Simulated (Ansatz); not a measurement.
# Series on glassy B2O3, by atoms

Do the results settle as the cell grows, and how fast does the cost rise?

Computed with Ansatz 0.2.0: Kohn-Sham DFT, LDA, PAW (set soft_2). Every run is a single point, with the atoms held where the recipe put them (cutoff of the plane-wave runs 420 eV, fermi-dirac smearing of 0.025 eV).

First member: 65 atoms (26 B, 39 O) placed at random at 1.93 g/cm³, melted at 3000 K for 20 ps at fixed volume with the Buckingham and Coulomb pair potential of Guillot and Sator (Geochim. Cosmochim. Acta 71, 1249 (2007)) with the boron terms of Wang et al. (J. Non-Cryst. Solids 498, 294 (2018)). Quenched from 3000 K to 300 K at 100 K/ps and fixed volume, held 10 ps at zero pressure.

Last member: 500 atoms (200 B, 300 O) placed at random at 1.93 g/cm³, melted at 3000 K for 20 ps at fixed volume with the Buckingham and Coulomb pair potential of Guillot and Sator (Geochim. Cosmochim. Acta 71, 1249 (2007)) with the boron terms of Wang et al. (J. Non-Cryst. Solids 498, 294 (2018)). Quenched from 3000 K to 300 K at 100 K/ps and fixed volume, held 10 ps at zero pressure.

The members:

```csv
atoms,reduced formula,atoms,valence electrons,k-mesh,basis,density (g/cm³)
65,B2O3,65,312,1×1×1,plane waves,1.96
100,B2O3,100,480,1×1×1,plane waves,2.01
150,B2O3,150,720,1×1×1,plane waves,2.00
220,B2O3,220,1056,1×1×1,plane waves,1.92
330,B2O3,330,1584,1×1×1,plane waves,2.01
500,B2O3,500,2400,1×1×1,support functions,2.01
```

Each cell is one sample from a classical run, so sample-to-sample scatter enters every column; pressures lack the kinetic term.

The input of the first member, without its atom lines; other members have their own cell and atoms, and may differ in mesh, basis and outputs:

```yaml
crystal:
  lattice:
    - [9.14892, 0.0, 0.0]
    - [0.0, 9.14892, 0.0]
    - [0.0, 0.0, 9.14892]
  atoms:
    [... 65 lines ...]
kpoints:
  mp_grid: { grid: [1, 1, 1] }
hamiltonian:
  xc: lda
scf:
  occupations: { method: fermi_dirac, width: 0.025 }
output:
  forces: true
  stress: true
  populations: true
  dos:
    method: { smearing: { sigma: 0.08 } }
    de: 0.1
    projected: { site_lists: { B: [B], O: [O] } }
  eigenvalues: true
  write_density: true
  write_potential: true
  volumetric_format: npy
```

Q: What do these runs give, and what do they cost?

Results; charges are mean Löwdin charges in e:

```csv
atoms,pressure (GPa),r.m.s. force (eV/Å),gap (eV),q(B),q(O)
65,-16.2,0.831,4.68,+0.65,-0.36
100,-15.4,0.967,3.04,+0.64,-0.36
150,-16.3,0.860,4.53,+0.65,-0.36
220,-16.2,0.952,1.61,+0.65,-0.36
330,-15.6,0.882,2.02,+0.64,-0.36
500,-,0.993,2.24,-,-
```

The gap is that between the highest filled and lowest empty Kohn-Sham level on the run's k-points; tail or defect levels can set it, and local or semilocal functionals tend to put gaps under measured ones. The projection misses up to 0.042 e an atom, so the charges add up to more than the cell's charge.

Bonds in each cell, which the recipe sets and DFT didn't move; cutoffs follow each cell's own g(r) within set bounds (mean length in Å, and neighbours of the second kind about the first):

```csv
atoms,B-O length,B-O count
65,1.403,3.00
100,1.402,3.02
150,1.401,3.00
220,1.404,3.01
330,1.400,3.01
500,1.401,3.02
```

Cost on 8 threads of AMD EPYC 9R45, shared host:

```csv
atoms,atoms,basis,k-mesh,SCF cycles,time,host memory (GiB),Δ force from the first basis (meV/Å)
65,65,plane waves,1×1×1,10,1.4 s,0.85,-
65,65,support functions,1×1×1,13,15 s,2.6,1.2
100,100,plane waves,1×1×1,10,3.2 s,1.4,-
100,100,support functions,1×1×1,13,22 s,3.4,1.0
150,150,plane waves,1×1×1,10,7.9 s,2.4,-
150,150,support functions,1×1×1,13,36 s,5.1,1.2
220,220,plane waves,1×1×1,11,19 s,4.5,-
220,220,support functions,1×1×1,13,70 s,8.1,1.1
330,330,plane waves,1×1×1,11,50 s,8.2,-
330,330,support functions,1×1×1,12,80 s,8.0,1.1
500,500,support functions,1×1×1,12,2.1 min,12,-
500,500,"support functions, truncated",1×1×1,17,4.3 min,15,0.27
```

The force difference holds the basis error of the plane-wave run too, whose cutoff is lower than the one behind the functions' grid. Times include the outputs that each run asked for, on hosts shared with other jobs.

What the series shows: The gap is lowest at 220 atoms (1.61 eV) and highest at 65 atoms (4.68 eV); in single samples it varies with the configuration. The density spans 1.92 to 2.01 g/cm³, so the columns mix its effect with that of the atoms. The pressure lies between -16 and -15 GPa, with no steady trend. Support functions take 10 times the wall time of plane waves at 65 atoms and 1.6 times at 330 (the times hold unlike extra outputs; shared hosts, so rough).

Caveats: The quench rate of 100 K/ps is many orders above laboratory rates, so the cell is likely richer in defects and strain than a real sample. The network of bonds at the start is that of the classical potential that made the cell, and needn't be the one that DFT or experiment would give. The classical runs held zero pressure, yet DFT finds pressures over 8 GPa in size in some cells, from the potential's density and bond lengths or from this functional's own volume.

[Logs are printed without paths, hosts, clocks, repeated set-up lines and the standing remarks that a program may print on its own settings, such as how far it seeks lower states.]

[Hosts, paths, dates, database ids (printed as entryN), source tags and the programs' standing remarks are cut or masked in the printed files.]
